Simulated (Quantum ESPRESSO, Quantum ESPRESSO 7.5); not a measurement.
## MoSi2N4, 1 layer, rectangular cell, stepped through strain along the second axis

What law, if any, do the results for MoSi2N4, 1 layer, rectangular cell follow against strain along the second axis?

Calculated with Quantum ESPRESSO 7.5; plane-wave DFT, PBE, GBRV ultrasoft pseudopotentials.

Report form: the programs' logs are mostly left out.

**1. Set-up**

The cell holds 14 atoms: 8 N, 4 Si and 2 Mo. Its edges and angles: a = 2.920 Å, b = 5.058 Å, c = 21.862 Å, α = 90.0°, β = 90.0°, γ = 90.0°. It derives from MoSi2N4. Vacuum lies along c.

Set-up: Cell and atoms are first relaxed; each strained cell is then held, the other axis too, and the atoms relax in it. A periodic run with 15 Å of vacuum in the starting cell gives the vacuum levels, and bands follow along a path.

Members -2, -1, 0, 1 and 2 took the same steps and show in the table alone.

**2. Relaxing cell and ions of the reference**

What the set-up leaves free in this member is relaxed.

ref.relax.in

```
&control
  prefix = 'ref.relax'
  outdir = './out'
  pseudo_dir = './pseudo'
  nstep = 80
  forc_conv_thr = 0.0004
  calculation = 'vc-relax'
  etot_conv_thr = 1e-06
/
&system
  ibrav = 0
  nat = 14
  ntyp = 3
  ecutwfc = 50
  ecutrho = 250
  occupations = 'smearing'
  smearing = 'fd'
  degauss = 0.004
/
&electrons
  conv_thr = 1e-09
  mixing_beta = 0.4
  electron_maxstep = 120
  mixing_mode = 'plain'
/
&ions
/
&cell
  cell_dofree = '2Dxy'
  press_conv_thr = 0.3
/
ATOMIC_SPECIES
  N   14.0070  n_pbe_v1.2.uspp.F.UPF
  Si  28.0850  si_pbe_v1.uspp.F.UPF
  Mo  95.9500  mo_pbe_v1.uspp.F.UPF
CELL_PARAMETERS angstrom
  2.92000000000000 0.00000000000000 0.00000000000000
  0.00000000000000 5.05758835810112 0.00000000000000
  0.00000000000000 0.00000000000000 21.86179061719779
ATOMIC_POSITIONS crystal
  N   0.000000000000 0.000000000000 0.343064304810
  N   0.500000000000 0.500000000000 0.343064304810
  Si  0.999999999900 0.333333333400 0.364537032706
  Si  0.500000000000 0.833333333400 0.364537032706
  N   0.999999999900 0.333333333400 0.444585370495
  N   0.500000000000 0.833333333400 0.444585370495
  Mo  0.000000000000 0.000000000000 0.500000000000
  Mo  0.500000000000 0.500000000000 0.500000000000
  N   0.999999999900 0.333333333400 0.555414629505
  N   0.500000000000 0.833333333400 0.555414629505
  Si  0.999999999900 0.333333333400 0.635462967294
  Si  0.500000000000 0.833333333400 0.635462967294
  N   0.000000000000 0.000000000000 0.656935695190
  N   0.500000000000 0.500000000000 0.656935695190
K_POINTS automatic
  12 8 1 0 0 0
```

Launch:

```sh
> OMP_NUM_THREADS=1 mpirun -n 4 pw.x -nk 4 -in ref.relax.in > ref.relax.out
```

Wall time 29 min (4 MPI ranks of Arm Neoverse V1, shared host); peak memory 1.5 GiB.

Relaxation path:

```
step  energy less that of the first step (eV)  largest force (eV/Å)  volume (Å³)
   1                                   0.0000                0.7480       322.86
   2                                  -0.0522                0.5021       322.45
   3                                  -0.0959                0.4958       321.18
   4                                  -0.1357                0.4053       320.07
   5                                  -0.1747                0.2360       318.83
   6                                  -0.1882                0.0502       318.18
   7                                  -0.1888                0.0190       318.41
   8                                  -0.1890                0.0029       318.67
   9                                  -0.1890                0.0004       318.69
  10                                  -0.1869                0.0006       318.69
```

```
cell as run  before  after  change
      a (Å)   2.920  2.901  -0.6 %
      b (Å)   5.058  5.025  -0.6 %
```

The atoms that moved most (Å, along periodic axes as changes of fractional coordinates times the final cell, across vacuum about the mean position):

```
atom     dx     dy      dz  length
  N2  0.000  0.000  -0.105   0.105
 N14  0.000  0.000   0.105   0.105
  N1  0.000  0.000  -0.105   0.105
 N13  0.000  0.000   0.105   0.105
 Si3  0.000  0.000  -0.053   0.053
Si11  0.000  0.000   0.053   0.053
 Si4  0.000  0.000  -0.053   0.053
Si12  0.000  0.000   0.053   0.053
```

 The last row is no step: it is a fresh SCF in the final cell with a new plane-wave basis, +2 meV from the row before.

This step gave:

* free energy: -6518.9481 eV
* Fermi energy: 3.359 eV

**3. Relaxation with pw.x, -4 %**

m0.relax.in

```
&control
  prefix = 'm0.relax'
  outdir = './out'
  pseudo_dir = './pseudo'
  nstep = 40
  forc_conv_thr = 0.0003
  calculation = 'relax'
  tstress = .true.
/
&system
  ibrav = 0
  nat = 14
  ntyp = 3
  ecutwfc = 50
  ecutrho = 250
  occupations = 'smearing'
  smearing = 'fd'
  degauss = 0.002
/
&electrons
  conv_thr = 1e-09
  mixing_beta = 0.4
  electron_maxstep = 120
  mixing_mode = 'plain'
/
&ions
/
ATOMIC_SPECIES
  N   14.0070  n_pbe_v1.2.uspp.F.UPF
  Si  28.0850  si_pbe_v1.uspp.F.UPF
  Mo  95.9500  mo_pbe_v1.uspp.F.UPF
CELL_PARAMETERS angstrom
  2.90109390800000 0.00000000000000 0.00000000000000
  0.00000000000000 4.82384106624000 0.00000000000000
  0.00000000000000 0.00000000000000 21.86179061700000
ATOMIC_POSITIONS crystal
  N   0.000000000000 -0.000002212400 0.338239788300
  N   0.500000000000 0.499997962500 0.338239262400
  Si  0.999999999900 0.333331360600 0.362097995900
  Si  0.500000000000 0.833330834200 0.362098062100
  N   0.999999999900 0.333336472600 0.442564743100
  N   0.500000000000 0.833335723000 0.442564790800
  Mo  0.000000000000 0.000003470700 0.500000000000
  Mo  0.500000000000 0.500002915500 0.500000000000
  N   0.999999999900 0.333336472600 0.557435256900
  N   0.500000000000 0.833335723000 0.557435209200
  Si  0.999999999900 0.333331360600 0.637902004100
  Si  0.500000000000 0.833330834200 0.637901937900
  N   0.000000000000 -0.000002212400 0.661760211700
  N   0.500000000000 0.499997962500 0.661760737600
K_POINTS automatic
  12 8 1 0 0 0
```

Launch:

```sh
> OMP_NUM_THREADS=1 mpirun -n 4 pw.x -nk 4 -in m0.relax.in > m0.relax.out
```

Run time: 34 min. Hardware: 4 MPI ranks; peak memory 1.4 GiB; 2.2 h of CPU time.

The steps of the relaxation:

```
step  energy less that of the first step (eV)  largest force (eV/Å)
   1                                   0.0000                0.8617
   2                                  -0.0526                0.3725
   3                                  -0.0606                0.1430
   4                                  -0.0656                0.1386
   5                                  -0.0697                0.1323
   6                                  -0.0743                0.1027
   7                                  -0.0767                0.0394
   8                                  -0.0769                0.0270
   9                                  -0.0770                0.0208
  10                                  -0.0772                0.0312
  11                                  -0.0774                0.0354
  12                                  -0.0775                0.0238
  13                                  -0.0775                0.0074
```

The atoms that moved most (Å):

```
atom     dx      dy      dz  length
  N2  0.000  -0.029  -0.035   0.046
 N14  0.000  -0.029   0.035   0.046
 N13  0.000  -0.029   0.035   0.046
  N1  0.000  -0.029  -0.035   0.046
 N10  0.000   0.026   0.016   0.030
  N6  0.000   0.026  -0.016   0.030
  N5  0.000   0.026  -0.016   0.030
  N9  0.000   0.026   0.016   0.030
```

The relaxation lowers the energy by 6 meV an atom.

Read from the output:

- free energy: -6518.5247 eV
- Fermi energy: 4.079 eV

**4. Ground state, -4 %**

The self-consistent run of this member.

m0.scf.in

```
&control
  prefix = 'm0.scf'
  outdir = './out'
  pseudo_dir = './pseudo'
  calculation = 'scf'
  tprnfor = .true.
/
&system
  ibrav = 0
  nat = 14
  ntyp = 3
  ecutwfc = 40
  ecutrho = 200
  occupations = 'smearing'
  smearing = 'fd'
  degauss = 0.002
  nbnd = 46
/
&electrons
  conv_thr = 1e-09
  mixing_beta = 0.4
  electron_maxstep = 120
  mixing_mode = 'plain'
/
ATOMIC_SPECIES
  N   14.0070  n_pbe_v1.2.uspp.F.UPF
  Si  28.0850  si_pbe_v1.uspp.F.UPF
  Mo  95.9500  mo_pbe_v1.uspp.F.UPF
CELL_PARAMETERS angstrom
  2.90109390800000 0.00000000000000 0.00000000000000
  0.00000000000000 4.82384106624000 0.00000000000000
  0.00000000000000 0.00000000000000 21.86179061700000
ATOMIC_POSITIONS crystal
  N   0.000000000000 -0.006046042000 0.336625553400
  N   0.500000000000 0.493951560500 0.336625138800
  Si  0.999999999900 0.332355591900 0.361561844500
  Si  0.500000000000 0.832353193600 0.361560995300
  N   0.999999999900 0.338690901600 0.441829473800
  N   0.500000000000 0.838690479200 0.441828844700
  Mo  0.000000000000 0.003333886900 0.500000000000
  Mo  0.500000000000 0.503341410700 0.500000000000
  N   0.999999999900 0.338690901600 0.558170526200
  N   0.500000000000 0.838690479200 0.558171155300
  Si  0.999999999900 0.332355591900 0.638438155500
  Si  0.500000000000 0.832353193600 0.638439004700
  N   0.000000000000 -0.006046042000 0.663374446600
  N   0.500000000000 0.493951560500 0.663374861200
K_POINTS automatic
  12 8 1 0 0 0
```

Launch:

```sh
> OMP_NUM_THREADS=1 mpirun -n 4 pw.x -nk 4 -in m0.scf.in > m0.scf.out
```

The job ended after 2.5 min (4 MPI ranks; peak memory 0.93 GiB).

This step gave:

| Property | Result |
| --- | --- |
| free energy | -6518.4812 eV |
| Fermi energy | 3.532 eV |
| valence top, on the run's zero | 2.403 eV |
| conduction bottom, on the run's zero | 4.871 eV |
| gap by band count | 2.468 eV |

**5. Potential by pp.x, -4 %**

plot_num = 11 writes the bare and Hartree potential, from which vacuum levels or, in a crystal, the mean potential are read.

m0.pot.in

```
&inputpp
  prefix = 'm0.scf'
  outdir = './out'
  filplot = 'm0.pot.dat'
  plot_num = 11
/
```

Launch:

```sh
> OMP_NUM_THREADS=1 mpirun -n 4 pp.x -in m0.pot.in > m0.pot.out
```

Wall time 1.2 s (4 MPI ranks); peak memory 0.11 GiB; 4.4 s of CPU time.

Read from the output:

* slope of the potential above: -8.40e-7 eV/Å
* upper vacuum line continued to the top atoms, over the valence top: 5.782 eV
* slope of the potential below: -1.02e-6 eV/Å
* lower vacuum line continued to the bottom atoms, over the valence top: 5.782 eV
* vacuum level at the upper face over the valence top of the mesh: 5.782 eV
* vacuum level at the lower face over the valence top of the mesh: 5.782 eV

Electrostatic potential energy of an electron; zero at the highest filled level of the SCF mesh. The potential energy, planar mean by z:

z (Å), potential energy, planar mean (eV) and a bar from the least value:
```
      0.0        5.8 ##############################
      0.5        5.8 ##############################
      1.0        5.8 ##############################
      1.5        5.8 ##############################
      2.0        5.8 ##############################
      2.5        5.8 ##############################
      3.0        5.8 ##############################
      3.5        5.8 ##############################
      4.0        5.8 ##############################
      4.5        5.8 ##############################
      5.0        5.8 ##############################
      5.5        5.7 ##############################
      6.0        5.4 ##############################
      6.5        3.6 ############################
      7.0       -6.3 #####################
      7.5      -21.2 ##########
      8.0      -16.9 #############
      8.5       -6.6 #####################
      9.0        0.2 ##########################
      9.5       -7.9 ####################
     10.0       -8.1 ####################
     10.5      -20.7 ##########
     11.0      -34.0 
     11.5      -14.3 ###############
     12.0       -9.4 ###################
     12.5       -4.8 ######################
     13.0       -0.4 #########################
     13.5       -9.9 ##################
     14.0      -18.6 ############
     14.5      -19.2 ###########
     15.0       -1.9 ########################
     15.5        4.4 #############################
     16.0        5.5 ##############################
     16.5        5.7 ##############################
     17.0        5.8 ##############################
     17.5        5.8 ##############################
     18.0        5.8 ##############################
     18.5        5.8 ##############################
     19.0        5.8 ##############################
     19.5        5.8 ##############################
     20.0        5.8 ##############################
     20.5        5.8 ##############################
     21.0        5.8 ##############################
     21.5        5.8 ##############################
```

**6. Bands along a path, -4 %**

Bands along a path place the edges.

m0.bands.in is the input of step 4 with these lines changed:

```diff
@@ -1,7 +1,6 @@
 &control
-  prefix = 'm0.scf'
+  prefix = 'm0.bands'
   outdir = './out'
   pseudo_dir = './pseudo'
-  calculation = 'scf'
-  tprnfor = .true.
+  calculation = 'bands'
 /
@@ -16,6 +15,6 @@
   degauss = 0.002
-  nbnd = 46
+  nbnd = 48
 /
 &electrons
-  conv_thr = 1e-09
+  conv_thr = 1e-07
   mixing_beta = 0.4
@@ -47,3 +46,8 @@
   N   0.500000000000 0.493951560500 0.663374861200
-K_POINTS automatic
-  12 8 1 0 0 0
+K_POINTS crystal_b
+5
+  0.0000000000 0.0000000000 0.0000000000 12
+  0.5000000000 0.0000000000 0.0000000000 12
+  0.5000000000 0.5000000000 0.0000000000 12
+  0.0000000000 0.5000000000 0.0000000000 12
+  0.0000000000 0.0000000000 0.0000000000 1
```

Launch:

```sh
> cp -r out/m0.scf.save out/m0.bands.save
> cp out/m0.scf.xml out/m0.bands.xml
> OMP_NUM_THREADS=1 mpirun -n 4 pw.x -nk 4 -in m0.bands.in > m0.bands.out
```

The job ended after 2.2 min (4 MPI ranks; peak memory 0.57 GiB; 8.9 min of CPU time).

Numbers from this step:

```
conduction bottom, on the run's zero : 4.872 eV
```

Band numbers count within the set of bands kept for display. Electronic bands along the path, in eV, zero at the highest filled level of the SCF mesh; v1 is the highest filled band, c1 the lowest empty one:

```
  point     v4     v3     v2     v1    c1    c2    c3    c4
      Γ  -1.90  -1.65  -0.67   0.00  2.50  2.79  2.95  3.37
halfway  -1.89  -1.35  -0.72  -0.29  2.72  2.72  3.26  3.41
      X  -1.55  -1.55  -0.60  -0.60  2.76  2.76  3.72  3.72
halfway  -1.86  -1.86  -0.72  -0.72  3.15  3.15  3.58  3.58
      S  -1.38  -1.38  -0.97  -0.97  2.91  2.91  3.38  3.38
halfway  -2.06  -2.06  -1.08  -1.08  2.77  2.77  3.75  3.75
      Y  -2.13  -2.13  -0.78  -0.78  2.84  2.84  2.92  2.92
halfway  -1.89  -1.78  -0.80  -0.18  2.72  2.89  3.00  3.20
      Γ  -1.90  -1.65  -0.67   0.00  2.50  2.79  2.95  3.37
```

Along this path the valence top lies at Γ and the conduction bottom between Γ and X.

**7. Relaxing the ions, -3 %**

m1.relax.in

```
&control
  prefix = 'm1.relax'
  outdir = './out'
  pseudo_dir = './pseudo'
  nstep = 40
  forc_conv_thr = 0.0003
  calculation = 'relax'
  tstress = .true.
/
&system
  ibrav = 0
  nat = 14
  ntyp = 3
  ecutwfc = 50
  ecutrho = 250
  occupations = 'smearing'
  smearing = 'fd'
  degauss = 0.002
/
&electrons
  conv_thr = 1e-09
  mixing_beta = 0.4
  electron_maxstep = 120
  mixing_mode = 'plain'
/
&ions
/
ATOMIC_SPECIES
  N   14.0070  n_pbe_v1.2.uspp.F.UPF
  Si  28.0850  si_pbe_v1.uspp.F.UPF
  Mo  95.9500  mo_pbe_v1.uspp.F.UPF
CELL_PARAMETERS angstrom
  2.90109390800000 0.00000000000000 0.00000000000000
  0.00000000000000 4.87408941068000 0.00000000000000
  0.00000000000000 0.00000000000000 21.86179061700000
ATOMIC_POSITIONS crystal
  N   0.000000000000 -0.000002212400 0.338239788300
  N   0.500000000000 0.499997962500 0.338239262400
  Si  0.999999999900 0.333331360600 0.362097995900
  Si  0.500000000000 0.833330834200 0.362098062100
  N   0.999999999900 0.333336472600 0.442564743100
  N   0.500000000000 0.833335723000 0.442564790800
  Mo  0.000000000000 0.000003470700 0.500000000000
  Mo  0.500000000000 0.500002915500 0.500000000000
  N   0.999999999900 0.333336472600 0.557435256900
  N   0.500000000000 0.833335723000 0.557435209200
  Si  0.999999999900 0.333331360600 0.637902004100
  Si  0.500000000000 0.833330834200 0.637901937900
  N   0.000000000000 -0.000002212400 0.661760211700
  N   0.500000000000 0.499997962500 0.661760737600
K_POINTS automatic
  12 8 1 0 0 0
```

Launch:

```sh
> OMP_NUM_THREADS=1 mpirun -n 4 pw.x -nk 4 -in m1.relax.in > m1.relax.out
```

Wall time 34 min (4 MPI ranks); peak memory 1.4 GiB.

The steps of the relaxation:

```
step  energy less that of the first step (eV)  largest force (eV/Å)
   1                                   0.0000                0.5983
   2                                  -0.0274                0.2417
   3                                  -0.0311                0.1051
   4                                  -0.0341                0.1017
   5                                  -0.0366                0.1104
   6                                  -0.0391                0.0783
   7                                  -0.0400                0.0257
   8                                  -0.0401                0.0184
   9                                  -0.0401                0.0181
  10                                  -0.0402                0.0266
  11                                  -0.0403                0.0269
  12                                  -0.0404                0.0154
  13                                  -0.0404                0.0029
```

The atoms that moved most (Å):

```
atom     dx      dy      dz  length
  N2  0.000  -0.021  -0.026   0.034
 N14  0.000  -0.021   0.026   0.034
 N13  0.000  -0.021   0.026   0.034
  N1  0.000  -0.021  -0.026   0.034
  N6  0.000   0.019  -0.012   0.022
 N10  0.000   0.019   0.012   0.022
  N9  0.000   0.019   0.012   0.022
  N5  0.000   0.019  -0.012   0.022
```

The relaxation lowers the energy by 3 meV an atom.

This step gave:

| Item | Value |
| --- | --- |
| free energy | -6518.7118 eV |
| Fermi energy | 3.962 eV |

**8. Ground state, -3 %**

m1.scf.in

```
&control
  prefix = 'm1.scf'
  outdir = './out'
  pseudo_dir = './pseudo'
  calculation = 'scf'
  tprnfor = .true.
/
&system
  ibrav = 0
  nat = 14
  ntyp = 3
  ecutwfc = 40
  ecutrho = 200
  occupations = 'smearing'
  smearing = 'fd'
  degauss = 0.002
  nbnd = 46
/
&electrons
  conv_thr = 1e-09
  mixing_beta = 0.4
  electron_maxstep = 120
  mixing_mode = 'plain'
/
ATOMIC_SPECIES
  N   14.0070  n_pbe_v1.2.uspp.F.UPF
  Si  28.0850  si_pbe_v1.uspp.F.UPF
  Mo  95.9500  mo_pbe_v1.uspp.F.UPF
CELL_PARAMETERS angstrom
  2.90109390800000 0.00000000000000 0.00000000000000
  0.00000000000000 4.87408941068000 0.00000000000000
  0.00000000000000 0.00000000000000 21.86179061700000
ATOMIC_POSITIONS crystal
  N   0.000000000000 -0.004372227800 0.337038926100
  N   0.500000000000 0.495627452800 0.337038384400
  Si  0.999999999900 0.332581503300 0.361697774600
  Si  0.500000000000 0.832580938400 0.361697766400
  N   0.999999999900 0.337225236800 0.442020928200
  N   0.500000000000 0.837224344000 0.442020871300
  Mo  0.000000000000 0.002465559700 0.500000000000
  Mo  0.500000000000 0.502466612800 0.500000000000
  N   0.999999999900 0.337225236800 0.557979071800
  N   0.500000000000 0.837224344000 0.557979128700
  Si  0.999999999900 0.332581503300 0.638302225400
  Si  0.500000000000 0.832580938400 0.638302233600
  N   0.000000000000 -0.004372227800 0.662961073900
  N   0.500000000000 0.495627452800 0.662961615600
K_POINTS automatic
  12 8 1 0 0 0
```

Launch:

```sh
> OMP_NUM_THREADS=1 mpirun -n 4 pw.x -nk 4 -in m1.scf.in > m1.scf.out
```

It took 2.5 min on 4 MPI ranks; peak memory 1 GiB; 10 min of CPU time.

Numbers from this step:

* free energy: -6518.6686 eV
* Fermi energy: 3.360 eV
* valence top, on the run's zero: 2.400 eV
* conduction bottom, on the run's zero: 4.736 eV
* gap by band count: 2.337 eV

(Part 1 of 2 ends here.)

[Logs are printed without paths, hosts, clocks, repeated set-up lines and the standing remarks that a program may print on its own settings, such as how far it seeks lower states.]

[Hosts, paths, dates, database ids (printed as entryN), source tags and the programs' standing remarks are cut or masked in the printed files.]

[Maps of the electrostatic potential energy from Ansatz leave out the sawtooth potential of an applied field or a dipole correction, so their vacuum need not be flat; planar profiles and work functions include it.]
